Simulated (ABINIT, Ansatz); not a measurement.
# Calculated records

```
How the form of the self-energy moves the gap of CaSnF4 (P4/mmm)
1.0
     4.00455    0.00000    0.00000
     0.00000    4.00455    0.00000
     0.00000    0.00000    5.78047
Ca Sn F
1 1 4
Direct
  0.00000 0.00000 0.50000
  0.50000 0.50000 0.00000
  0.50000 0.00000 0.26574
  0.50000 0.00000 0.73426
  0.00000 0.50000 0.73426
  0.00000 0.50000 0.26574
# method: RPA screening on LDA, plane waves, norm-conserving pseudopotentials (and 3 further levels or steps)
# program: ABINIT 10.8.3
# settings: cutoff 38 Ha, PseudoDojo scalar-relativistic 0.4.1 stringent, norm-conserving, ngkpt (2, 2, 2), nband 91, ecuteps 4.2 Ha, gwcalctyp 2, nfreqre 16, nfreqim 8, inclvkb 2, freqremax 40 eV, spmeth 1, nomegasf 120, shiftk (0, 0, 0), symchi 1, awtr 1, frequency cd, 2×2×2 k-mesh
# cost: 8 runs, 4.1 min in all on 4 MPI ranks of Arm Neoverse V1, shared host
# notes: The program’s warnings: Min real frequency set to default [Ha] = and nkpt*nsppol () is not a multiple of nproc spkpt (). The cell and positions are those that the Materials Project relaxed with its own functionals (PBE, PBE+U or r2SCAN), kept fixed. Limits: no spin-orbit coupling. The 2×2×2 mesh is coarse for this cell, which bears on the long-range parts of exchange and screening.
# G0W0, Godby-Needs plasmon pole: 5.571 eV
# G0W0, Hybertsen-Louie plasmon pole: 5.928 eV
# G0W0, Engel-Farid plasmon pole: 5.552 eV
# one-shot Hartree-Fock: 11.900 eV
# G0W0, contour deformation: 5.500 eV
# known limits: short of the basis limit; no spin-orbit coupling; coarse k mesh
```

[Long decimals in the printed logs are rounded to 6 places.]

[Logs are printed without paths, hosts, clocks, repeated set-up lines and the standing remarks that a program may print on its own settings, such as how far it seeks lower states.]

[Paths, hosts, dates, memory and timing lines, banners, echoed tables and standing remarks are left out of the program output; an Ansatz launch command may be rebuilt from the run's recorded settings. Measured values are a selection of at most five: reports struck by readers or far from the other reports are left out. None is set beside runs whose start may be inverted or whose files or cutoffs have a known fault.]

[Runs of the session that timed out or met a known fault of the program may be left out.]

[Hosts, paths, dates, database ids (printed as entryN), source tags and the programs' standing remarks are cut or masked in the printed files.]

[G0W0 gaps are taken among the corrected bands and points alone; a level outside them can change the order at an edge.]

[Where Ansatz stands beside ABINIT at settings called matched, ABINIT's density can come from a denser mesh and the files from another edition; pairs whose starting gaps differed by over 0.03 eV were left out, so agreement reads better than it is.]
